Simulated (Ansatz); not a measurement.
# PbC (model cell, started as NiAs type): from the cell to its phonons

How does PbC (model cell, started as NiAs type) vibrate, and is this structure a minimum?

Main program and level: Ansatz 0.2.0; DFT PBEsol, scalar-relativistic, plane waves, PAW.

Most raw output is cut from this account.

The structure was built from a prototype and need not be the compound's stable phase.

### 1. The structure

The structure is hexagonal, space group P6_3/mmc (No. 194). Conventional cell: a = 3.121 Å, b = 3.121 Å, c = 4.993 Å, α = 90.00°, β = 90.00°, γ = 120.00°. Pb has 6 C at 2.19 Å nearest. Nearest to C lie 6 Pb at 2.19 Å. Farther neighbours are not listed.

Structure file:

```cif
data_structure
_symmetry_space_group_name_H-M 'P6_3/mmc'
_symmetry_Int_Tables_number 194
_cell_length_a 3.1208
_cell_length_b 3.1208
_cell_length_c 4.9933
_cell_angle_alpha 90.000
_cell_angle_beta 90.000
_cell_angle_gamma 120.000
_cell_volume 42.12
loop_
_atom_site_label
_atom_site_type_symbol
_atom_site_symmetry_multiplicity
_atom_site_Wyckoff_symbol
_atom_site_fract_x
_atom_site_fract_y
_atom_site_fract_z
_atom_site_occupancy
Pb1 Pb 2 a 0.00000 0.00000 0.00000 1
C1 C 2 c 0.33333 0.66667 0.25000 1
```

### 2. Rough relaxation

A rough relaxation comes first, because large forces or stress need no tight tolerances yet.

Contents of input.yaml:

```yaml
crystal:
  lattice:
    - [3.12082, 0.0, 0.0]
    - [-1.56041, 2.70271, 0.0]
    - [0.0, 0.0, 4.99331]
  atoms:
    - { symbol: Pb, position: [0.0, 0.0, 0.0] }
    - { symbol: Pb, position: [0.0, 0.0, 0.5] }
    - { symbol: C, position: [0.333333, 0.666667, 0.25] }
    - { symbol: C, position: [0.666667, 0.333333, 0.75] }
kpoints:
  mp_grid: { grid: [9, 9, 4] }
hamiltonian:
  xc: pbesol
scf:
  occupations: { method: gaussian, width: 0.1 }
output:
  forces: true
  stress: true
  eigenvalues: true
relax:
  adjacent_minimum: "off"
  f_tol: 0.05
  max_steps: 80
  cell: { stress_tol: 0.5 }
```

Launch:

```sh
> ansatz run input.yaml --threads 4 --pin off --max-ram 7168MiB --backend cpu --events-out ev --progress --plain --runs-dir out
```

It took 7.3 s on 4 threads of Arm Neoverse V2, shared host; peak memory 0.38 GiB; 26 s of CPU time.

The steps of the relaxation:

```tsv
step	energy less that of the first step (eV)	largest force component (eV/Å)	pressure (GPa)	volume (Å³)
1	0.0000	0.0000	138.45	42.12
2	-3.2427	0.0000	84.76	46.35
3	-5.3581	0.0000	46.91	51.21
4	-6.5010	0.0000	23.52	56.00
5	-7.0337	0.0000	6.69	61.34
6	-7.1049	0.0000	-0.81	64.41
7	-7.1063	0.0000	0.02	64.02
8*	-7.3085	0.0000	3.34	64.02
9	-7.3316	0.0000	0.78	65.45
10	-7.3327	0.0000	0.02	65.91
11*	-7.3348	0.0000	0.03	65.91
```

Relaxation steps marked * repeat the geometry before them on a plane-wave basis chosen anew for their cell, so energy and pressure can jump there.

The run keeps the 24 symmetry operations that it works with, so distortions that break them were not tested.

```tsv
cell as run	before	after	change
a (Å)	3.121	3.486	+11.7 %
b (Å)	3.121	3.486	+11.7 %
c (Å)	4.993	6.262	+25.4 %
volume (Å³/atom)	10.53	16.48	+56.5 %
```

The relaxed structure:

```xyz
4
Lattice="3.4861 0.0000 0.0000 -1.7430 3.0190 0.0000 0.0000 0.0000 6.2623" Properties=species:S:1:pos:R:3 pbc="T T T"
Pb    0.0000    0.0000    0.0000
Pb    0.0000    0.0000    3.1312
C     0.0000    2.0127    1.5656
C     1.7430    1.0063    4.6968
```

This step gave:

| Item | Value |
| --- | --- |
| pressure | 0.02947 GPa |
| volume per atom | 16.48 Å³ |
| gap on the k-mesh | 0 eV |

In this step the volume went from 10.53 to 16.48 Å³/atom.

### 3. Relaxation

Harmonic phonons are second derivatives at a point where the forces vanish, and they are wanted at zero stress, so atoms and cell are relaxed first.

input.yaml, the sections that differ from step 2:

```yaml
crystal:
  lattice:
    - [3.4860710212, 0.0, 0.0]
    - [-1.7430355106, 3.0190260637, 0.0]
    - [0.0, 0.0, 6.2623413523]
  atoms:
    - { symbol: Pb, position: [0.0, 0.0, 0.0] }
    - { symbol: Pb, position: [0.0, 0.0, 0.5] }
    - { symbol: C, position: [0.3333333333, 0.6666666667, 0.25] }
    - { symbol: C, position: [0.6666666667, 0.3333333333, 0.75] }
kpoints:
  mp_grid: { grid: [12, 12, 6] }
relax:
  adjacent_minimum: "off"
  f_tol: 0.005
  max_steps: 80
  cell: { stress_tol: 0.05 }
# hamiltonian, scf, output: as in step 2
```

Run time: 6.3 s. Hardware: 4 threads; peak memory 0.42 GiB; 23 s of CPU time.

Relaxation path:

```tsv
step	energy less that of the first step (eV)	largest force component (eV/Å)	pressure (GPa)	volume (Å³)
1	0.0000	0.0000	0.02	65.91
2	0.0056	0.0000	-0.03	66.10
3	-0.0007	0.0000	-0.02	65.97
4*	-0.0008	0.0000	-0.02	65.97
```

Relaxation steps marked * repeat the geometry before them on a plane-wave basis chosen anew for their cell, so energy and pressure can jump there. Relaxation step 2 was tried and not accepted.

The run keeps the 24 symmetry operations that it works with, so distortions that break them were not tested.

```tsv
conventional cell, symmetrised	before	after	change
a (Å)	3.486	3.493	+0.2 %
b (Å)	3.486	3.493	+0.2 %
c (Å)	6.262	6.243	-0.3 %
volume (Å³/atom)	16.48	16.49	+0.1 %
```

The relaxed structure:

```xyz
4
Lattice="3.4931 0.0000 0.0000 -1.7466 3.0251 0.0000 0.0000 0.0000 6.2429" Properties=species:S:1:pos:R:3 pbc="T T T"
Pb    0.0000    0.0000    0.0000
Pb    0.0000    0.0000    3.1214
C     0.0000    2.0168    1.5607
C     1.7466    1.0084    4.6822
```

This step gave:

```yaml
pressure: -0.01717 GPa
volume_per_atom: 16.49 Å³
```

In this step the volume went from 16.48 to 16.49 Å³/atom.

### 4. Relaxing to small forces for the phonons

Phonons need a cell at rest on their own settings, so the relaxation is repeated with tight tolerances on forces and stress, using the mesh and the filling of the phonon run that follows.

Contents of input.yaml:

```yaml
crystal:
  lattice:
    - [3.4931206124, 0.0, 0.0]
    - [-1.7465603062, 3.0251311888, 0.0]
    - [0.0, 0.0, 6.2428803145]
  atoms:
    - { symbol: Pb, position: [0.0, 0.0, 0.0] }
    - { symbol: Pb, position: [0.0, 0.0, 0.5] }
    - { symbol: C, position: [0.3333333333, 0.6666666667, 0.25] }
    - { symbol: C, position: [0.6666666667, 0.3333333333, 0.75] }
kpoints:
  mp_grid: { grid: [12, 12, 6] }
hamiltonian:
  xc: pbesol
scf:
  occupations: { method: methfessel_paxton, width: 0.15 }
output:
  forces: true
  stress: true
  eigenvalues: true
relax:
  adjacent_minimum: "off"
  f_tol: 0.001
  max_steps: 60
  cell: { stress_tol: 0.01 }
```

The job ended after 6 s (4 threads; peak memory 0.42 GiB; 22 s of CPU time).

Little changed from the start: no atom moved by 0.005 Å and no cell edge by 0.1 %.

Numbers from this step:

| Item | Value |
| --- | --- |
| pressure | -0.002747 GPa |

The forces vanish by symmetry and the pressure is -0.003 GPa, within the tolerances set. The cell now holds 16.49 Å³/atom.

### 5. Modes at Γ

The zone centre comes first: it holds the modes that light can see, as far as symmetry allows. No field response is asked, since the mesh shows no gap.

input.yaml, the sections that differ from step 4:

```yaml
crystal:
  lattice:
    - [3.4934074506, 0.0, 0.0]
    - [-1.7467037253, 3.025379598, 0.0]
    - [0.0, 0.0, 6.2396144633]
  atoms:
    - { symbol: Pb, position: [0.0, 0.0, 0.0] }
    - { symbol: Pb, position: [0.0, 0.0, 0.5] }
    - { symbol: C, position: [0.3333333333, 0.6666666667, 0.25] }
    - { symbol: C, position: [0.6666666667, 0.3333333333, 0.75] }
output:
  eigenvalues: true
phonons:
  method: dfpt
# kpoints, hamiltonian, scf: as in step 4
# relax: removed
```

Elapsed: 41 s, on 4 threads; peak memory 1.4 GiB; 2.5 min of CPU time.

This step gave:

- sum-rule residual before enforcement: 2.17e-5 eV/Å²
- point group: 6/mmm
- highest optical mode at the zone centre (no LO-TO term): 258.0 cm⁻¹
- lowest optical zone-centre mode: 28.24 cm⁻¹

Patterns of degenerate modes are one choice out of their space. The modes at Γ (shares of kinetic energy by element, %):

```tsv
mode	frequency (cm⁻¹)	symmetry	Pb %	C %
1	0.0	acoustic	95	5
2	0.0	acoustic	95	5
3	0.0	acoustic	95	5
4	28.2	E2u	100	0
5	28.2	E2u	100	0
6	148.5	B2u	100	0
7	161.2	A2u	5	95
8	252.2	E1u	5	95
9	252.2	E1u	5	95
10	257.8	B1g	0	100
11	258.0	E2g	0	100
12	258.0	E2g	0	100
```

Displacements in mode 5 (28.2 cm⁻¹), the largest set to 1:
```
Pb1  0.00  1.00  0.00
Pb2  0.00 -1.00  0.00
C3   0.00  0.00  0.00
C4   0.00  0.00  0.00
```

Displacements in mode 12 (258.0 cm⁻¹), the largest set to 1:
```
Pb1  0.00  0.00  0.00
Pb2  0.00  0.00  0.00
C3   0.10 -1.00  0.00
C4  -0.10  1.00  0.00
```

Before it was imposed, the acoustic sum rule was missed by 2.2e-5 eV/Å². Small misses are needed for a sound result but don't prove that mesh and cutoff are converged. The lowest optical mode is real, 28.2 cm⁻¹.

### 6. Response at finite wavevector

The mesh has a single point along some directions, so zone-edge points there are not solved. Linear response on a 3×3×1 q mesh gives force constants as far as a supercell of that size would.

Edit input.yaml of step 5 so:

```diff
@@ -20 +20,9 @@
   method: dfpt
+  qmesh: [3, 3, 1]
+  temperatures: { t_max: 1000, t_step: 50 }
+  qpath:
+    path:
+      - [[0.0, 0.0, 0.0], [0.5, 0.0, 0.0], [0.33333333, 0.33333333, 0.0], [0.0, 0.0, 0.0], [0.0, 0.0, 0.5], [0.5, 0.0, 0.5], [0.33333333, 0.33333333, 0.5], [0.0, 0.0, 0.5]]
+      - [[0.5, 0.0, 0.5], [0.5, 0.0, 0.0]]
+      - [[0.33333333, 0.33333333, 0.5], [0.33333333, 0.33333333, 0.0]]
+    npoints: 10
```

The job ended after 2.5 min (4 threads; peak memory 1.8 GiB).

Numbers from this step:

```
sum-rule residual before enforcement                          : 2.55e-5 eV/Å²
lowest mode on the q mesh (acoustic modes at Γ apart)         : 19.62 cm⁻¹
highest frequency at a solved wavevector (no LO-TO term at Γ) : 342.4 cm⁻¹
```

Frequencies (cm⁻¹) solved at each irreducible wavevector; negative means imaginary. Frequencies by wavevector, by row:

```tsv
q in reciprocal lattice units	star	mode 1	mode 2	mode 3	mode 4	mode 10	mode 11	mode 12
0 0 0	1	0	0	0	28.2	257.8	258	258
0 0.3333 0	6	24.2	57.4	59.5	92.3	293.5	305.5	338.8
0.3333 0.3333 0	2	19.6	90	90	102.5	324.2	342.4	342.4
```

Symmetry leaves 3 wavevectors to solve. The lowest mode among them, the acoustic zeros apart, lies at q = (0.333, 0.333, 0) and is real, 19.6 cm⁻¹.

### 7. Isotope substitution, element C, natural mass 12.011 amu

An isotope changes the mass and not the force constants, so no new electronic calculation is needed; the shifts show which modes move this element.

The same force constants with the mass of C changed from 12.011 to 13.003 u (phonopy, no LO-TO term). Both lists are sorted by frequency; levels can cross, so a row need not hold one and the same mode. Modes under 3 cm⁻¹ are left out. Isotope shifts, by row:

```tsv
q	rank	natural mass (cm⁻¹)	changed mass (cm⁻¹)
0 0 0	4	28.24	28.24
0 0 0	5	28.24	28.24
0 0 0	6	148.5	148.5
0 0 0	7	161.2	155.3
0 0 0	8	252.2	243
0 0 0	9	252.2	243
0 0 0	10	257.8	247.7
0 0 0	11	258	248
0 0 0	12	258	248
0 0.3333 0	1	24.2	24.19
0 0.3333 0	2	57.35	57.3
0 0.3333 0	3	59.51	59.51
0 0.3333 0	4	92.27	92.21
0 0.3333 0	5	111.6	111.5
0 0.3333 0	6	130.3	125.4
0 0.3333 0	7	142.1	142
0 0.3333 0	8	267.5	257.1
0 0.3333 0	9	279.2	268.4
0 0.3333 0	10	293.5	282.4
0 0.3333 0	11	305.5	293.7
0 0.3333 0	12	338.7	325.7
0.3333 0.3333 0	1	19.62	19.62
0.3333 0.3333 0	2	90	89.96
0.3333 0.3333 0	3	90	89.96
0.3333 0.3333 0	4	102.5	102.5
0.3333 0.3333 0	5	102.5	102.5
0.3333 0.3333 0	6	136.9	136.8
0.3333 0.3333 0	7	199.1	191.4
0.3333 0.3333 0	8	199.1	191.4
0.3333 0.3333 0	9	278.1	267.2
0.3333 0.3333 0	10	324.2	311.8
0.3333 0.3333 0	11	342.4	329.1
0.3333 0.3333 0	12	342.4	329.1
```

A mode of this element alone would shift by -3.89 %. The highest zone-centre frequency without the field goes from 258.0 to 248.0 cm⁻¹ (-3.9 %). The product of the frequency ratios over all optical modes at Γ is 0.793; the product rule, (m/m′)^(3k/2) (M′/M)^(3/2) with k = 2 such atoms and M the mass of the cell, gives 0.793.

### 8. Isotope substitution, element Pb, natural mass 207.2 amu

The same for Pb, from 207.20 to 203.97 u.

The same force constants with the mass of Pb changed from 207.200 to 203.973 u (phonopy, no LO-TO term). Both lists are sorted by frequency; levels can cross, so a row need not hold one and the same mode. Modes under 3 cm⁻¹ are left out. Isotope shifts, by row:

```tsv
q	rank	natural mass (cm⁻¹)	changed mass (cm⁻¹)
0 0 0	4	28.24	28.46
0 0 0	5	28.24	28.46
0 0 0	6	148.5	149.7
0 0 0	7	161.2	161.3
0 0 0	8	252.2	252.3
0 0 0	9	252.2	252.3
0 0 0	10	257.8	257.8
0 0 0	11	258	258
0 0 0	12	258	258
0 0.3333 0	1	24.2	24.38
0 0.3333 0	2	57.35	57.79
0 0.3333 0	3	59.51	59.98
0 0.3333 0	4	92.27	92.99
0 0.3333 0	5	111.6	112.5
0 0.3333 0	6	130.3	130.3
0 0.3333 0	7	142.1	143.2
0 0.3333 0	8	267.5	267.5
0 0.3333 0	9	279.2	279.2
0 0.3333 0	10	293.5	293.6
0 0.3333 0	11	305.5	305.5
0 0.3333 0	12	338.7	338.8
0.3333 0.3333 0	1	19.62	19.77
0.3333 0.3333 0	2	90	90.7
0.3333 0.3333 0	3	90	90.7
0.3333 0.3333 0	4	102.5	103.3
0.3333 0.3333 0	5	102.5	103.3
0.3333 0.3333 0	6	136.9	137.9
0.3333 0.3333 0	7	199.1	199.1
0.3333 0.3333 0	8	199.1	199.1
0.3333 0.3333 0	9	278.1	278.1
0.3333 0.3333 0	10	324.2	324.2
0.3333 0.3333 0	11	342.4	342.4
0.3333 0.3333 0	12	342.4	342.4
```

A mode of this element alone would shift by +0.79 %. The highest zone-centre frequency without the field goes from 258.0 to 258.0 cm⁻¹ (+0.0 %). The product of the frequency ratios over all optical modes at Γ is 1.025; the product rule, (m/m′)^(3k/2) (M′/M)^(3/2) with k = 2 such atoms and M the mass of the cell, gives 1.025.

### 9. Results

```yaml
space_group_after_relaxation_within_0p01_a: P6_3/mmc
volume_per_atom: 16.5 Å³
electronic_character: no gap on this mesh
highest_optical_mode_at_the_zone_centre_no_lo_to_term: 258 cm⁻¹
lowest_optical_zone_centre_mode: 28.2 cm⁻¹
lowest_mode_on_the_q_mesh_acoustic_modes_at_gamma_apart: 19.6 cm⁻¹
imaginary_modes_on_the_3x3x1_q_mesh: none
```

**Reading.** The structure is a minimum as far as tested: no mode is imaginary at the 3 irreducible wavevectors of the 3×3×1 mesh, and the softest away from the acoustic zeros lies at 20 cm⁻¹. The optical modes at Γ span 28 to 258 cm⁻¹. The highest mode in this list at Γ, 258.0 cm⁻¹, is mostly motion of C (100 % of the kinetic energy). The q mesh is too sparse to interpolate, so only the solved wavevectors are given. With no gap, or one that is small against the smearing, the frequencies hang on the k mesh and the smearing, most of all near Kohn anomalies. Spin-orbit coupling is left out, which can matter for the heavy elements here. The starting cell was built on a prototype and not taken from a measurement, so the phase need not exist. These are harmonic frequencies at zero temperature: anharmonic shifts, linewidths and thermal expansion are left out.

[Logs are printed without paths, hosts, clocks, repeated set-up lines and the standing remarks that a program may print on its own settings, such as how far it seeks lower states.]

[Hosts, paths, dates, database ids (printed as entryN), source tags and the programs' standing remarks are cut or masked in the printed files.]
